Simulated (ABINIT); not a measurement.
# SiO2 (Stishovite): a self-consistent loop beyond G0W0, cycle by cycle

Wanted: G0W0 and self-consistent gaps of SiO2 (Stishovite), with the cost of the cycles.

Calculated with ABINIT 10.8.3; PBE and many-body steps on it, plane waves.

**1. The starting structure**

The structure is tetragonal, space group P4_2/mnm (No. 136). Conventional cell: a = 4.177 Å, b = 4.177 Å, c = 2.665 Å, α = 90.00°, β = 90.00°, γ = 90.00°. Nearest to Si lie 6 O at 1.76 to 1.81 Å. Nearest to O lie 3 Si at 1.76 to 1.81 Å. Farther neighbours and most contacts between anions are not listed.

The cell and positions come from the Crystallography Open Database and are kept as given unless a step says otherwise.

**2. Empty states on the mesh, 4×4×4 mesh, 145 bands**

This step: ABINIT 10.8.3; DFT, PBE, plane waves, norm-conserving pseudopotentials.

The sums over transitions need many empty states on a uniform mesh; this step solves for them.

File run.abi:

```
acell 3*1.0 Angstrom
rprim 
  4.177300000000 0.000000000000 0.000000000000
  0.000000000000 4.177300000000 0.000000000000
  0.000000000000 0.000000000000 2.665200000000
ntypat 2
znucl 14 8
natom 6
typat 1 1 2 2 2 2
xred 
  0.000000000000 0.000000000000 0.000000000000
  0.500000000000 0.500000000000 0.500000000000
  0.305900000000 0.305900000000 0.000000000000
  0.194100000000 0.805900000000 0.500000000000
  0.694100000000 0.694100000000 0.000000000000
  0.805900000000 0.194100000000 0.500000000000
pp_dirpath "pseudos"
pseudos "Si.upf, O.upf"
ecut 36
ngkpt 4 4 4
nshiftk 1
shiftk 0 0 0
kptopt 1
chksymbreak 0
irdden 1
istwfk *1
nband 145
prtvol 0
optdriver 6
gwr_task "HDIAGO"
paral_kgb 0
occopt 1
indata_prefix "in"
outdata_prefix "out"
tmpdata_prefix "tmp"
```

Command:

```sh
OMP_NUM_THREADS=1 mpirun -n 8 abinit run.abi > log
```

Log:

```text
.Version 10.8.3 of ABINIT. v10.8.2 released Aug 2026.

 Symmetries : space group P4_2/m n m (#136); Bravais tP (primitive tetrag.)
[... echo of the input left out ...]
== DATASET  1 ==================================================================
-   mpi_nproc: 8, omp_nthreads: 1 (-1 if OMP is not activated)

--- !DatasetInfo
iteration_state: {dtset: 1, }
dimensions: {natom: 6, nkpt: 18, mband: 145, nsppol: 1, nspinor: 1, nspden: 1, mpw: 3273, }
cutoff_energies: {ecut:  36.0, pawecutdg:  -1.0, }
[...]
Direct band gap semiconductor
 Fundamental gap:     5.686 (eV)
   VBM:     6.831 (eV) at k: [ 0.0000E+00,  0.0000E+00,  0.0000E+00]
   CBM:    12.517 (eV) at k: [ 0.0000E+00,  0.0000E+00,  0.0000E+00]
 Direct gap:         5.686 (eV) at k: [ 0.0000E+00,  0.0000E+00,  0.0000E+00]

== END DATASET(S) ==============================================================
================================================================================

 -outvars: echo values of variables after computation  --------
           etotal      0.0000000000E+00
            nband         145
             nkpt          18
          spgroup         136
 [... the other variables as echoed above ...]

 Calculation completed.
```

Elapsed: 67 s, on 8 MPI ranks of Arm Neoverse V2, shared host; peak memory 5 GiB; 8.9 min of CPU time.

This step gave:

```yaml
gap: 5.686 eV
k_of_the_valence_top: 0, 0, 0
k_of_the_conduction_bottom: 0, 0, 0
least_direct_gap: 5.686 eV
k_points_computed: 18
lowest_point_of_the_top_converged_band_above_the_valence_top: 95.2639 eV
```

On this mesh the gap is 5.686 eV.

The density comes from a self-consistent run that is not shown.

**3. Screening, 4×4×4 mesh, 137 bands, screening to 195.9 eV**

The RPA dielectric matrix is built and inverted for each q.

This step: RPA screening on PBE, plane waves, norm-conserving pseudopotentials.

run.abi, as its differences from that of step 2:

```diff
@@ -24,10 +24,11 @@
 chksymbreak 0
-irdden 1
 istwfk *1
-nband 145
-prtvol 0
-optdriver 6
-gwr_task "HDIAGO"
-paral_kgb 0
 occopt 1
+irdwfk 1
+optdriver 3
+nband 137
+ecuteps 7.2
+inclvkb 2
+awtr 1
+symchi 1
 indata_prefix "in"
```

Log:

```text
.Version 10.8.3 of ABINIT. v10.8.2 released Aug 2026.

 Symmetries : space group P4_2/m n m (#136); Bravais tP (primitive tetrag.)
[... echo of the input left out ...]
== DATASET  1 ==================================================================
-   mpi_nproc: 8, omp_nthreads: 1 (-1 if OMP is not activated)

--- !DatasetInfo
iteration_state: {dtset: 1, }
dimensions: {natom: 6, nkpt: 18, mband: 137, nsppol: 1, nspinor: 1, nspden: 1, mpw: 3273, }
cutoff_energies: {ecut:  36.0, pawecutdg:  -1.0, }
electrons: {nelect:   3.20000000E+01, charge:   0.00000000E+00, occopt:   1.00000000E+00, tsmear:   1.00000000E-02, }

 SCREENING: Calculation of the susceptibility and dielectric matrices

 Based on a program developped by R.W. Godby, V. Olevano, G. Onida, and L. Reining.
 Incorporated in ABINIT by V. Olevano, G.-M. Rignanese, and M. Torrent.
.Using double precision arithmetic ; gwpc =  8

[... cell and pseudopotentials left out ...]
--------------------------------------------------------------------------------

 ==== K-mesh for the wavefunctions ====
 Number of points in the irreducible wedge :    18
[... list of points left out ...]
 Together with 16 symmetry operations and time-reversal symmetry
 yields    64 points in the full Brillouin Zone.

 ==== Q-mesh for the screening function ====
 Number of points in the irreducible wedge :    18
[... list of points left out ...]
 Together with 16 symmetry operations and time-reversal symmetry
 yields    64 points in the full Brillouin Zone.

 setmesh: FFT mesh size selected  =    32x   32x   20
          total number of points  =        20480

 vcoul_init : cutoff-mode = AUXILIARY_FUNCTION
 q-points for optical limit:   1
     1)      0.000010    0.000020    0.000030

- screening: taking advantage of time-reversal symmetry
- Maximum band index for partially occupied states nbvw = 16
- Remaining bands to be divided among processors   nbcw = 121
- Number of bands treated by each node ~15

 Number of electrons calculated from density =   32.0000; Expected =   32.0000
 average of density, n =  0.101961
 r_s =    1.3279
 omega_plasma =   30.8015 [eV]

 calculating chi0 at frequencies [eV] :
  1    0.000000E+00    0.000000E+00
  2    0.000000E+00    3.080149E+01

--------------------------------------------------------------------------------
  q-point number  1        q = ( 0.000000, 0.000000, 0.000000) [r.l.u.]
--------------------------------------------------------------------------------
[... chi0 elements left out ...]
 For q-point:  0.000010 0.000020 0.000030
  dielectric constant =   3.3686
  dielectric constant without local fields =   3.6388

  Average fulfillment of the sum rule on Im[epsilon] for q-point    1 :     73.30  [%]
[... wings left out ...]
  q-point number  2        q = ( 0.250000, 0.000000, 0.000000) [r.l.u.]
--------------------------------------------------------------------------------
[... chi0 elements left out ...]
  Average fulfillment of the sum rule on Im[epsilon] for q-point    2 :     83.64  [%]

 [... 16 further q-points ...]
```

It took 61 s on 8 MPI ranks; peak memory 2.4 GiB; 8.1 min of CPU time.

Numbers from this step:

```yaml
eps_infinity_with_local_fields_on_this_mesh_along_the_program_s_q_direction: 3.369
the_same_without_local_fields: 3.639
plasma_frequency: 30.80 eV
plane_waves_in_the_screening_matrix: 283
```

Local fields lower ε∞ by 7 %. On a Γ-centred mesh this coarse the value itself is usually too large, while a short band sum pulls it down.

**4. G0W0**

The self-energy is evaluated for the states that the input lists, and the levels follow from it, in one-shot runs by the linearised quasiparticle equation.

This step: G0W0 on PBE, plane waves, norm-conserving pseudopotentials.

run.abi, as its differences from that of step 3:

```diff
@@ -27,8 +27,25 @@
 irdwfk 1
-optdriver 3
+optdriver 4
 nband 137
+gwcalctyp 0
+ecutsigx 36
+symsigma 1
+nkptgw 6
+kptgw 
+  0.0000000000 0.0000000000 0.0000000000
+  0.5000000000 0.0000000000 0.0000000000
+  0.5000000000 0.5000000000 0.0000000000
+  0.0000000000 0.0000000000 0.5000000000
+  0.5000000000 0.0000000000 0.5000000000
+  0.5000000000 0.5000000000 0.5000000000
+bdgw 
+  14 18
+  15 18
+  15 18
+  15 18
+  15 18
+  15 18
 ecuteps 7.2
-inclvkb 2
-awtr 1
-symchi 1
+irdscr 1
+ppmodel 1
 indata_prefix "in"
```

Log:

```text
.Version 10.8.3 of ABINIT. v10.8.2 released Aug 2026.

 Symmetries : space group P4_2/m n m (#136); Bravais tP (primitive tetrag.)
[... echo of the input left out ...]
== DATASET  1 ==================================================================
-   mpi_nproc: 8, omp_nthreads: 1 (-1 if OMP is not activated)

--- !DatasetInfo
iteration_state: {dtset: 1, }
dimensions: {natom: 6, nkpt: 18, mband: 137, nsppol: 1, nspinor: 1, nspden: 1, mpw: 3273, }
cutoff_energies: {ecut:  36.0, pawecutdg:  -1.0, }
electrons: {nelect:   3.20000000E+01, charge:   0.00000000E+00, occopt:   1.00000000E+00, tsmear:   1.00000000E-02, }

 SIGMA: Calculation of the GW corrections

 Based on a program developped by R.W. Godby, V. Olevano, G. Onida, and L. Reining.
 Incorporated in ABINIT by V. Olevano, G.-M. Rignanese, and M. Torrent.
.Using double precision arithmetic ; gwpc =  8

[... cell and pseudopotentials left out ...]
--------------------------------------------------------------------------------

 ==== K-mesh for the wavefunctions ====
 Number of points in the irreducible wedge :    18
[... list of points left out ...]
 Together with 16 symmetry operations and time-reversal symmetry
 yields    64 points in the full Brillouin Zone.

 ==== Q-mesh for screening function ====
 Number of points in the irreducible wedge :    18
[... list of points left out ...]
 Together with 16 symmetry operations and time-reversal symmetry
 yields    64 points in the full Brillouin Zone.

 vcoul_init : cutoff-mode = AUXILIARY_FUNCTION
 q-points for optical limit:   1
     1)      0.000010    0.000020    0.000030
 setmesh: FFT mesh size selected  =    48x   48x   30
          total number of points  =        69120

 Number of electrons calculated from density =   32.0000; Expected =   32.0000
 average of density, n =  0.101961
 r_s =    1.3279
 omega_plasma =   30.8015 [eV]

 === KS Band Gaps ===
  >>>> For spin  1
   Minimum direct gap =   5.6861 [eV], located at k-point      :   0.0000  0.0000  0.0000
   Fundamental gap    =   5.6861 [eV], Top of valence bands at :   0.0000  0.0000  0.0000
                                       Bottom of conduction at :   0.0000  0.0000  0.0000
 SIGMA fundamental parameters:
 PLASMON POLE MODEL  1
 number of plane-waves for SigmaX                 3273
 number of plane-waves for SigmaC and W            283
 number of plane-waves for wavefunctions          3273
 number of bands                                   137
 number of independent spin polarizations            1
 number of spinorial components                      1
 number of k-points in IBZ                          18
 number of q-points in IBZ                          18
 number of symmetry operations                      16
 number of k-points in BZ                           64
 number of q-points in BZ                           64
 number of frequencies for dSigma/dE                 9
 frequency step for dSigma/dE [eV]                0.25
 number of omega for Sigma on real axis              0
 max omega for Sigma on real axis  [eV]           0.00
 zcut for avoiding poles [eV]                     0.10

 EPSILON^-1 parameters (SCR file):
 dimension of the eps^-1 matrix on file            283
 dimension of the eps^-1 matrix used               283
 number of plane-waves for wavefunctions          3273
 number of bands                                   137
 number of q-points in IBZ                          18
 number of frequencies                               2
 number of real frequencies                          1
 number of imag frequencies                          1

 matrix elements of self-energy operator (all in [eV])

 Perturbative Calculation

--- !SelfEnergy_ee
iteration_state: {dtset: 1, }
kpoint     : [   0.000,    0.000,    0.000, ]
spin       : 1
KS_gap     :    5.686
QP_gap     :    8.020
Delta_QP_KS:    2.334
data: !SigmaeeData |
     Band     E0 <VxcDFT>   SigX SigC(E0)      Z dSigC/dE  Sig(E)    E-E0       E
       14   5.947 -21.145 -26.683   4.316   0.823  -0.215 -22.150  -1.006   4.941
       15   5.947 -21.145 -26.683   4.316   0.823  -0.215 -22.150  -1.006   4.941
       16   6.831 -21.357 -27.128   4.572   0.820  -0.219 -22.341  -0.983   5.847
       17  12.517 -15.871 -10.249  -4.027   0.847  -0.181 -14.520   1.351  13.868
       18  13.594 -11.823  -6.067  -4.264   0.866  -0.155 -10.530   1.293  14.886

--- !SelfEnergy_ee
iteration_state: {dtset: 1, }
kpoint     : [   0.500,    0.000,    0.000, ]
spin       : 1
KS_gap     :    8.860
QP_gap     :   11.596
Delta_QP_KS:    2.736
data: !SigmaeeData |
     Band     E0 <VxcDFT>   SigX SigC(E0)      Z dSigC/dE  Sig(E)    E-E0       E
       15   5.765 -20.608 -26.431   4.467   0.821  -0.218 -21.721  -1.114   4.652
[...]
--- !SelfEnergy_ee
iteration_state: {dtset: 1, }
kpoint     : [   0.500,    0.500,    0.000, ]
spin       : 1
KS_gap     :    9.757
QP_gap     :   12.683
Delta_QP_KS:    2.926
data: !SigmaeeData |
     Band     E0 <VxcDFT>   SigX SigC(E0)      Z dSigC/dE  Sig(E)    E-E0       E
[...]
--- !SelfEnergy_ee
iteration_state: {dtset: 1, }
kpoint     : [   0.000,    0.000,    0.500, ]
spin       : 1
KS_gap     :   11.813
QP_gap     :   15.114
Delta_QP_KS:    3.301
data: !SigmaeeData |
     Band     E0 <VxcDFT>   SigX SigC(E0)      Z dSigC/dE  Sig(E)    E-E0       E
[...]
--- !SelfEnergy_ee
iteration_state: {dtset: 1, }
kpoint     : [   0.500,    0.000,    0.500, ]
spin       : 1
KS_gap     :   10.576
QP_gap     :   13.641
Delta_QP_KS:    3.065
data: !SigmaeeData |
     Band     E0 <VxcDFT>   SigX SigC(E0)      Z dSigC/dE  Sig(E)    E-E0       E
[...]
--- !SelfEnergy_ee
iteration_state: {dtset: 1, }
kpoint     : [   0.500,    0.500,    0.500, ]
spin       : 1
KS_gap     :    8.790
QP_gap     :   11.591
Delta_QP_KS:    2.802
data: !SigmaeeData |
     Band     E0 <VxcDFT>   SigX SigC(E0)      Z dSigC/dE  Sig(E)    E-E0       E
[...]
16   5.284 -20.236 -26.446   4.707   0.818  -0.222 -21.466  -1.230   4.054
       17  14.073 -14.802  -8.791  -4.167   0.852  -0.173 -13.230   1.572  15.645
       18  14.073 -14.802  -8.791  -4.167   0.852  -0.173 -13.230   1.572  15.645

== END DATASET(S) ==============================================================
================================================================================

 -outvars: echo values of variables after computation  --------
           etotal      0.0000000000E+00
            nband         137
             nkpt          18
          spgroup         136
 [... the other variables as echoed above ...]

 Calculation completed.
```

It took 31 s on 8 MPI ranks; peak memory 2.3 GiB.

Numbers from this step:

```yaml
g0w0_gap_on_the_mesh: 8.021 eV
starting_gap_on_the_mesh: 5.686 eV
k_of_the_valence_top: 0, 0, 0
k_of_the_conduction_bottom: 0, 0, 0
z_at_the_valence_top: 0.82
z_at_the_conduction_bottom: 0.847
least_direct_g0w0_gap_on_the_computed_points: 8.021 eV
```

The gap on the mesh goes from 5.69 eV to 8.02 eV, a correction of +2.33 eV.

**5. evGW0, cycle 1**

This step: evGW0 on PBE, plane waves, norm-conserving pseudopotentials.

run.abi, as its differences from that of step 4:

```diff
@@ -29,20 +29,44 @@
 nband 137
-gwcalctyp 0
+gwcalctyp 10
 ecutsigx 36
 symsigma 1
-nkptgw 6
+nkptgw 18
 kptgw 
   0.0000000000 0.0000000000 0.0000000000
+  0.2500000000 0.0000000000 0.0000000000
   0.5000000000 0.0000000000 0.0000000000
+  0.2500000000 0.2500000000 0.0000000000
+  0.5000000000 0.2500000000 0.0000000000
   0.5000000000 0.5000000000 0.0000000000
+  0.0000000000 0.0000000000 0.2500000000
+  0.2500000000 0.0000000000 0.2500000000
+  0.5000000000 0.0000000000 0.2500000000
+  0.2500000000 0.2500000000 0.2500000000
+  0.5000000000 0.2500000000 0.2500000000
+  0.5000000000 0.5000000000 0.2500000000
   0.0000000000 0.0000000000 0.5000000000
+  0.2500000000 0.0000000000 0.5000000000
   0.5000000000 0.0000000000 0.5000000000
+  0.2500000000 0.2500000000 0.5000000000
+  0.5000000000 0.2500000000 0.5000000000
   0.5000000000 0.5000000000 0.5000000000
 bdgw 
-  14 18
-  15 18
-  15 18
-  15 18
-  15 18
-  15 18
+  5 22
+  5 22
+  5 22
+  5 22
+  5 22
+  5 22
+  5 22
+  5 22
+  5 22
+  5 22
+  5 22
+  5 22
+  5 22
+  5 22
+  5 22
+  5 22
+  5 22
+  5 22
 ecuteps 7.2
```

Log:

```text
.Version 10.8.3 of ABINIT. v10.8.2 released Aug 2026.

 Symmetries : space group P4_2/m n m (#136); Bravais tP (primitive tetrag.)
[... echo of the input left out ...]
== DATASET  1 ==================================================================
-   mpi_nproc: 8, omp_nthreads: 1 (-1 if OMP is not activated)

--- !DatasetInfo
iteration_state: {dtset: 1, }
dimensions: {natom: 6, nkpt: 18, mband: 137, nsppol: 1, nspinor: 1, nspden: 1, mpw: 3273, }
cutoff_energies: {ecut:  36.0, pawecutdg:  -1.0, }
electrons: {nelect:   3.20000000E+01, charge:   0.00000000E+00, occopt:   1.00000000E+00, tsmear:   1.00000000E-02, }

 SIGMA: Calculation of the GW corrections

 Based on a program developped by R.W. Godby, V. Olevano, G. Onida, and L. Reining.
 Incorporated in ABINIT by V. Olevano, G.-M. Rignanese, and M. Torrent.
.Using double precision arithmetic ; gwpc =  8

[... cell and pseudopotentials left out ...]
--------------------------------------------------------------------------------

 ==== K-mesh for the wavefunctions ====
 Number of points in the irreducible wedge :    18
[... list of points left out ...]
 Together with 16 symmetry operations and time-reversal symmetry
 yields    64 points in the full Brillouin Zone.

 ==== Q-mesh for screening function ====
 Number of points in the irreducible wedge :    18
[... list of points left out ...]
 Together with 16 symmetry operations and time-reversal symmetry
 yields    64 points in the full Brillouin Zone.

 vcoul_init : cutoff-mode = AUXILIARY_FUNCTION
 q-points for optical limit:   1
     1)      0.000010    0.000020    0.000030
 setmesh: FFT mesh size selected  =    48x   48x   30
          total number of points  =        69120

 Number of electrons calculated from density =   32.0000; Expected =   32.0000
[...]
Delta_QP_KS:    2.832
data: !SigmaeeData |
     Band     E_DFT   <VxcDFT>   E(N-1)  <Hhartree>   SigX  SigC[E(N-1)]    Z     dSigC/dE  Sig[E(N)]  DeltaE  E(N)_pert E(N)_diago
[...]
--- !SelfEnergy_ee
iteration_state: {dtset: 1, }
kpoint     : [   0.500,    0.500,    0.500, ]
spin       : 1
KS_gap     :    8.790
QP_gap     :   11.591
Delta_QP_KS:    2.802
data: !SigmaeeData |
     Band     E_DFT   <VxcDFT>   E(N-1)  <Hhartree>   SigX  SigC[E(N-1)]    Z     dSigC/dE  Sig[E(N)]  DeltaE  E(N)_pert E(N)_diago
[...]
21    18.573   -12.111    18.573    30.685    -5.713    -4.687     0.861    -0.162   -10.639     1.473    20.046    20.285
       22    18.573   -12.111    18.573    30.685    -5.713    -4.687     0.861    -0.162   -10.639     1.472    20.046    20.285

 New Fermi energy :        3.627910E-01 Ha ,    9.872046E+00 eV

 === QP Band Gaps ===
  >>>> For spin  1
   Minimum direct gap =   8.4799 [eV], located at k-point      :   0.0000  0.0000  0.0000
   Fundamental gap    =   8.4799 [eV], Top of valence bands at :   0.0000  0.0000  0.0000
                                       Bottom of conduction at :   0.0000  0.0000  0.0000

 writing QP data on file : out_QPS

 Convergence of QP corrections
 >>>>> For spin  1 <<<<<
.  kptgw no:  1; Maximum DeltaE = (****************) for band index:  1
.  kptgw no:  2; Maximum DeltaE = (   1.217   0.000) for band index:  1
.  kptgw no:  3; Maximum DeltaE = (   1.253   0.000) for band index:  1
.  kptgw no:  4; Maximum DeltaE = (   1.284  -0.000) for band index:  1
[...]
.  kptgw no: 17; Maximum DeltaE = (   1.361   0.000) for band index:  2
.  kptgw no: 18; Maximum DeltaE = (   1.416   0.000) for band index:  2

== END DATASET(S) ==============================================================
================================================================================

 -outvars: echo values of variables after computation  --------
           etotal      0.0000000000E+00
            nband         137
             nkpt          18
          spgroup         136
 [... the other variables as echoed above ...]

 Calculation completed.
```

Run time: 9.4 min. Hardware: 8 MPI ranks; peak memory 4.7 GiB; 76 min of CPU time.

This step gave:

* quasiparticle gap on the mesh: 8.48 eV
* gap of the density functional on the mesh: 5.686 eV
* k of the valence top: 0, 0, 0
* k of the conduction bottom: 0, 0, 0
* Z at the valence top: 0.82
* Z at the conduction bottom: 0.847
* least direct quasiparticle gap on the computed points: 8.48 eV

Against G0W0 in ABINIT (4×4×4 mesh, 137 bands, screening to 195.9 eV, Godby-Needs plasmon pole), the gap moves by +0.459 eV. This first cycle still uses the starting levels; it takes the full correction, at all points of the mesh, and its linearised value is 8.021 eV.

(Part 1 of 3 ends here.)

[Paths, hosts, dates, memory and timing lines, banners, echoed tables and standing remarks are left out of the program output.]

[Logs are printed without paths, hosts, clocks, repeated set-up lines and the standing remarks that a program may print on its own settings, such as how far it seeks lower states.]

[Runs of the session that timed out or met a known fault of the program may be left out.]

[Hosts, paths, dates, database ids (printed as entryN), source tags and the programs' standing remarks are cut or masked in the printed files.]

[G0W0 gaps are taken among the corrected bands and points alone; a level outside them can change the order at an edge.]

[Where Ansatz stands beside ABINIT at settings called matched, ABINIT's density can come from a denser mesh and the files from another edition; pairs whose starting gaps differed by over 0.03 eV were left out, so agreement reads better than it is.]
